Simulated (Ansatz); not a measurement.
# Work function of K(111): what the settings cost and change

Aim: the work function of K(111) across levels of theory at one geometry.

Main program and level: Ansatz 0.2.0; plane-wave DFT, PBE, Ansatz PAW, in the first sound run; inputs show where later runs differ.

This is a report of a sequence of runs, with most program output left out.

### Step 1. The structure

The cell holds 11 atoms: 11 K. Cell: a = 7.396 Å, b = 7.396 Å, c = 33.098 Å, α = 90.0°, β = 90.0°, γ = 60.0°. Vacuum lies along c.

Structure file:

```cif
data_structure
_symmetry_space_group_name_H-M 'P 1'
_symmetry_Int_Tables_number 1
_cell_length_a 7.3963
_cell_length_b 7.3963
_cell_length_c 33.0977
_cell_angle_alpha 90.000
_cell_angle_beta 90.000
_cell_angle_gamma 60.000
_cell_volume 1568.06
loop_
_atom_site_label
_atom_site_type_symbol
_atom_site_fract_x
_atom_site_fract_y
_atom_site_fract_z
_atom_site_occupancy
K1 K 0.66667 0.66667 0.27192 1
K2 K 0.00000 0.00000 0.31754 1
K3 K 0.33333 0.33333 0.36315 1
K4 K 0.66667 0.66667 0.40877 1
K5 K 0.00000 0.00000 0.45438 1
K6 K 0.33333 0.33333 0.50000 1
K7 K 0.66667 0.66667 0.54562 1
K8 K 0.00000 0.00000 0.59123 1
K9 K 0.33333 0.33333 0.63685 1
K10 K 0.66667 0.66667 0.68246 1
K11 K 0.00000 0.00000 0.72808 1
```

### Step 2. Slab, setting PBE, Ansatz PAW (420 eV)

A work function rests on the faint tail of the density, so the SCF threshold is tight. PBE on the default files comes first; the next runs keep the geometry and change functional or files, each at the cutoff that its files recommend; a relaxation and, for heavy metals, spin-orbit coupling close the ladder.

Input file input.yaml:

```yaml
crystal:
  lattice:
    - [7.3963369312, 0.0, 0.0]
    - [3.6981684656, 6.4054156774, 0.0]
    - [0.0, 0.0, 33.0977095393]
  atoms:
    - { symbol: K, position: [0.6666666667, 0.6666666667, 0.2719221398] }
    - { symbol: K, position: [0.0, 0.0, 0.3175377118] }
    - { symbol: K, position: [0.3333333333, 0.3333333333, 0.3631532839] }
    - { symbol: K, position: [0.6666666667, 0.6666666667, 0.4087688559] }
    - { symbol: K, position: [0.0, 0.0, 0.454384428] }
    - { symbol: K, position: [0.3333333333, 0.3333333333, 0.5] }
    - { symbol: K, position: [0.6666666667, 0.6666666667, 0.545615572] }
    - { symbol: K, position: [0.0, 0.0, 0.5912311441] }
    - { symbol: K, position: [0.3333333333, 0.3333333333, 0.6368467161] }
    - { symbol: K, position: [0.6666666667, 0.6666666667, 0.6824622882] }
    - { symbol: K, position: [0.0, 0.0, 0.7280778602] }
kpoints:
  mp_grid: { grid: [7, 7, 1] }
hamiltonian:
  xc: pbe
scf:
  occupations: { method: fermi_dirac, width: 0.1 }
  convergence: { dr2_threshold: 1.0e-09 }
efield:
  axis: 3
  dipole_correction: true
  ramp_position: 0.97
  ramp_width: 0.06
output:
  write_potential: true
  write_density: true
  volumetric_format: npy
  elf: true
```

Launch:

```sh
$ ansatz run input.yaml --threads 4 --pin off --max-ram 6144MiB --backend cpu --events-out ev --progress --plain --runs-dir out
```

Run time: 89 s. Hardware: 4 threads of Arm Neoverse N1, shared host; peak memory 2.4 GiB; 4.2 min of CPU time.

Numbers from this step:

| Property | Result |
| --- | --- |
| energy at zero smearing | -16914.8265 eV |
| work function, upper face | 2.206 eV |

Running mean over 1.51 Å of the planar mean; the ramp of the sawtooth is left out. Table of electron's electrostatic potential energy less the Fermi level by z:

```csv
z (Å),electron's electrostatic potential energy less the Fermi level (eV)
4,2.20
5,2.19
6,2.15
7,1.96
8,1.02
9,-0.499
10,-0.747
11,-0.703
12,-0.688
13,-0.691
14,-0.681
15,-0.685
16,-0.702
17,-0.703
18,-0.686
19,-0.680
20,-0.691
21,-0.688
22,-0.699
23,-0.746
24,-0.564
25,0.853
26,1.93
27,2.14
28,2.19
29,2.20
```

Valence density in the ca plane at fractional y = 0.000, with atoms of K within 0.2 Å of it. It is the smooth field of the valence electrons, not physical close to the nuclei.

Ten steps, logarithmic in the rise over the least value, from '0' (0.0 e/Å³) to '9' (4.2 e/Å³), each cell a mean:
```
01258998621000147999741000125899852000000000
00146886410000125787521000014688641000000000
00123553210000013454310000012355420000000000
00011221100000001121100000001122100000000000
00000000000000000000000000000000000000000000
00000000000000000000000000000000000000000000
00000000000000000000000000000000000000000000
00000000000000000000000000000000000000000000
00000000000000000000000000000000000000000000
00000000000000000000000000000000000000000000
00000000000000000000000000000000000000000000
00000000000000000000000000000000000000000000
00000000000000000000000000000000000000000000
00000000000000000000000000000000000000000000
00000000000000000000000000000000000000000000
00001111000000000111000000000111000000000000
00012332100000012333210000011233210000000000
00135775310000124676421000013567531000000000
01258998521000136898631000125899852000000000
01369999631000147999841000126999962000000000
```
Columns run along c (16.0 Å, from fractional 0.40 to 0.88 of the cell), rows up along a (7.4 Å). Atoms in or near the plane, at fractional coordinates: K at (0.45, 0.00), K at (0.59, 0.00), K at (0.73, 0.00).

ELF in the ca plane at fractional y = 0.000, with atoms of K within 0.2 Å of it. It is the smooth field of the valence electrons, not physical close to the nuclei.

Ten even steps from '0' (0.00) to '9' (0.87), each cell a mean:
```
10289889820120059989950022028988983000232100
20159999510221028999830132015999962001232100
31014774100342003676300244101467520001222100
42000110002453100111001366410011100012221000
54210000124565320000013566642000000122211000
55443223345555543222344566765322222332110000
44555555544455555555444555666665544321100000
33445555433333445555443344445566554321000000
22335554322222234555432233333455543211000000
22234554322222234554322222223445443210000000
22234554322222234555332222223455543210000000
33345555433333344555433333334555543211000000
44455555444444455555444445556666554321000000
55554444455555554433445566666543333332100000
55421111235565431111124567653110011222210000
53100000013554210000002466520000000012221000
31002442001442001343100255200244310002321100
20037997300231016898610143103799841001232100
10279999720120049999940022017999983000232100
10389779830110169979960021028977994000232110
```
Columns run along c (16.0 Å, from fractional 0.40 to 0.88 of the cell), rows up along a (7.4 Å). Atoms in or near the plane, at fractional coordinates: K at (0.45, 0.00), K at (0.59, 0.00), K at (0.73, 0.00).

Electrostatic potential energy in the ca plane at fractional y = 0.000, with atoms of K within 0.2 Å of it. With pseudopotentials it is smooth inside the atoms' cores, unlike the true potential.

Ten even steps from '0' (-37 eV) to '9' (2 eV), each cell a mean:
```
99861001689999983000379999986100068999999999
99974114799999986313689999997411478999999999
99988778899999998777899999998877789999999999
99999999999999999989999999999988999999999999
99999999999999999999999999999999999999999999
99999999999999999999999999999999999999999999
99999999999999999999999999999999999999999999
99999999999999999999999999999999999999999999
99999999999999999999999999999999999999999999
99999999999999999999999999999999999999999999
99999999999999999999999999999999999999999999
99999999999999999999999999999999999999999999
99999999999999999999999999999999999999999999
99999999999999999999999999999999999999999999
99999999999999999999999999999999999999999999
99999999999999999999999999999999999999999999
99998888999999999888899999999888899999999999
99986446899999987545789999998644689999999999
99872002689999984000489999986200278999999999
99850000589999972000279999985000058999999999
```
Columns run along c (16.0 Å, from fractional 0.40 to 0.88 of the cell; values clipped at the 3rd and 97th percentile), rows up along a (7.4 Å). Atoms in or near the plane, at fractional coordinates: K at (0.45, 0.00), K at (0.59, 0.00), K at (0.73, 0.00).

The work function is 2.206 eV.

### Step 3. Slab

This step: plane-wave DFT, LDA, Ansatz PAW (Ansatz 0.2.0).

Changes to input.yaml since step 2:

```diff
@@ -20,3 +20,3 @@
 hamiltonian:
-  xc: pbe
+  xc: lda
 scf:
@@ -33,2 +33 @@
   volumetric_format: npy
-  elf: true
```

Wall time 99 s (4 threads); peak memory 2.3 GiB.

The work function is 2.335 eV, +0.129 eV from the run “PBE, Ansatz PAW (420 eV)”, at 0.90 times its CPU time.

### Step 4. Run

This step: plane-wave DFT, PBEsol, Ansatz PAW (Ansatz 0.2.0).

Changes to input.yaml since step 3:

```diff
@@ -20,3 +20,3 @@
 hamiltonian:
-  xc: lda
+  xc: pbesol
 scf:
```

Wall time 63 s (4 threads); peak memory 2.4 GiB; 3.9 min of CPU time.

The work function is 2.209 eV, +0.003 eV from the run “PBE, Ansatz PAW (420 eV)”, at 0.93 times its CPU time.

### Step 5. Run

This step: plane-wave DFT, RPBE, Ansatz PAW (Ansatz 0.2.0).

Changes to input.yaml since step 4:

```diff
@@ -20,3 +20,3 @@
 hamiltonian:
-  xc: pbesol
+  xc: rpbe
 scf:
```

Run time: 62 s. Hardware: 4 threads; peak memory 2.4 GiB.

The work function is 2.137 eV, -0.069 eV from the run “PBE, Ansatz PAW (420 eV)”, at 0.92 times its CPU time.

### Step 6. Slab

This step: plane-wave DFT, r2SCAN, Ansatz PAW (Ansatz 0.2.0).

Changes to input.yaml since step 5:

```diff
@@ -20,3 +20,3 @@
 hamiltonian:
-  xc: rpbe
+  xc: r2scan
 scf:
```

The job ended after 2.5 min (4 threads; peak memory 4.9 GiB).

The work function is 2.161 eV, -0.045 eV from the run “PBE, Ansatz PAW (420 eV)”, at 2.1 times its CPU time.

### Step 7. Run

This step: plane-wave DFT, PBE, JTH PAW (Ansatz 0.2.0).

Changes to input.yaml since step 6:

```diff
@@ -20,3 +20,4 @@
 hamiltonian:
-  xc: r2scan
+  xc: pbe
+  pseudopotentials: { kind: paw, source: jth }
 scf:
```

Run time: 2.9 min. Hardware: 4 threads; peak memory 4.7 GiB.

The work function is 2.206 eV, -0.000 eV from the run “PBE, Ansatz PAW (420 eV)”, at 1.9 times its CPU time.

### Step 8. Slab

This step: plane-wave DFT, PBE, norm-conserving (Ansatz 0.2.0).

Changes to input.yaml since step 7:

```diff
@@ -21,3 +21,3 @@
   xc: pbe
-  pseudopotentials: { kind: paw, source: jth }
+  pseudopotentials: { kind: nc }
 scf:
```

Wall time 3.1 min (4 threads); peak memory 5.3 GiB.

The work function is 2.206 eV, -0.000 eV from the run “PBE, Ansatz PAW (420 eV)”, at 2.5 times its CPU time.

### Step 9. Run

This step: plane-wave DFT, LDA, norm-conserving (Ansatz 0.2.0).

Changes to input.yaml since step 8:

```diff
@@ -20,3 +20,3 @@
 hamiltonian:
-  xc: pbe
+  xc: lda
   pseudopotentials: { kind: nc }
```

Elapsed: 4.2 min, on 4 threads; peak memory 5.3 GiB; 15 min of CPU time.

The work function is 2.335 eV, +0.129 eV from the run “PBE, Ansatz PAW (420 eV)”, at 3.6 times its CPU time.

### Step 10. Slab, setting PBE, all layers relaxed

This step: plane-wave DFT, PBE, Ansatz PAW (Ansatz 0.2.0).

Changes to input.yaml since step 9:

```diff
@@ -20,4 +20,3 @@
 hamiltonian:
-  xc: lda
-  pseudopotentials: { kind: nc }
+  xc: pbe
 scf:
@@ -30,2 +29,5 @@
   ramp_width: 0.06
+relax:
+  f_tol: 0.01
+  max_steps: 40
 output:
```

Wall time 2.5 min (4 threads); peak memory 2.3 GiB; 9.4 min of CPU time.

The relaxation took 4 steps and lowered the energy by 0.014 eV; the largest force on the free atoms ends at 0.0011 eV/Å.

The work function is 2.212 eV, +0.006 eV from the run “PBE, Ansatz PAW (420 eV)”, at 2.2 times its CPU time.

### Step 11. Side by side

Times are for 4 threads of Arm Neoverse N1, shared host. The series side by side:

```csv
no.,setting,"work function, upper face (eV)",time,memory (GiB)
1,"PBE, Ansatz PAW (420 eV)",2.206,89 s,2.4
2,"LDA, Ansatz PAW (420 eV)",2.335,99 s,2.3
3,"PBEsol, Ansatz PAW (420 eV)",2.209,63 s,2.4
4,"RPBE, Ansatz PAW (420 eV)",2.137,62 s,2.4
5,"r2SCAN, Ansatz PAW (500 eV)",2.161,2.5 min,4.9
6,"PBE, JTH PAW (690 eV)",2.206,2.9 min,4.7
7,"PBE, norm-conserving (850 eV)",2.206,3.1 min,5.3
8,"LDA, norm-conserving (980 eV)",2.335,4.2 min,5.3
9,"PBE, all layers relaxed",2.212,2.5 min,2.3
```

### Step 12. Varying the input

An input spoilt on purpose, to show how the run answers: it repeats the earlier run “PBE, Ansatz PAW (420 eV)” with scf.occupations from method: fermi_dirac, width: 0.1 removed, and scf.max_iter set to 75; its output block differs too.

Changes to input.yaml since step 10:

```diff
@@ -22,4 +22,4 @@
 scf:
-  occupations: { method: fermi_dirac, width: 0.1 }
   convergence: { dr2_threshold: 1.0e-09 }
+  max_iter: 75
 efield:
@@ -29,5 +29,2 @@
   ramp_width: 0.06
-relax:
-  f_tol: 0.01
-  max_steps: 40
 output:
```

Run time: 0.03 s. Hardware: 4 threads; peak memory 0.022 GiB.

The program refused the input before any cycle.

The program's message: “Error: YAML parse error: `scf.occupations.method` is required: fixed only where the cell keeps a band gap throughout the run, explicit beside scf.occupations.values (under evaluate: without them), els …”

The fault put into the input: no occupation method.

### Step 13. Outcome

```yaml
work_function_pbe_ansatz_paw_420_ev: 2.206 eV
work_function_lda_ansatz_paw_420_ev: 2.335 eV
work_function_rpbe_ansatz_paw_420_ev: 2.137 eV
work_function_r2scan_ansatz_paw_500_ev: 2.161 eV
work_function_lda_norm_conserving_980_ev: 2.335 eV
work_function_pbe_all_layers_relaxed: 2.212 eV
```

PBE on the default files gives 2.21 eV, and the settings tried spread the value from 2.14 to 2.34 eV. At one geometry LDA lies 0.13 eV above PBE. The choice of pseudopotentials moves the PBE value by 0.000 eV. Relaxing the layers changes it by +0.006 eV. The ladder's slabs use the tabulated experimental lattice constant (two decimals; a low-temperature value for the alkali metals).

[Logs are printed without paths, hosts, clocks, repeated set-up lines and the standing remarks that a program may print on its own settings, such as how far it seeks lower states.]

[Hosts, paths, dates, database ids (printed as entryN), source tags and the programs' standing remarks are cut or masked in the printed files.]

[Maps of the electrostatic potential energy from Ansatz leave out the sawtooth potential of an applied field or a dipole correction, so their vacuum need not be flat; planar profiles and work functions include it.]
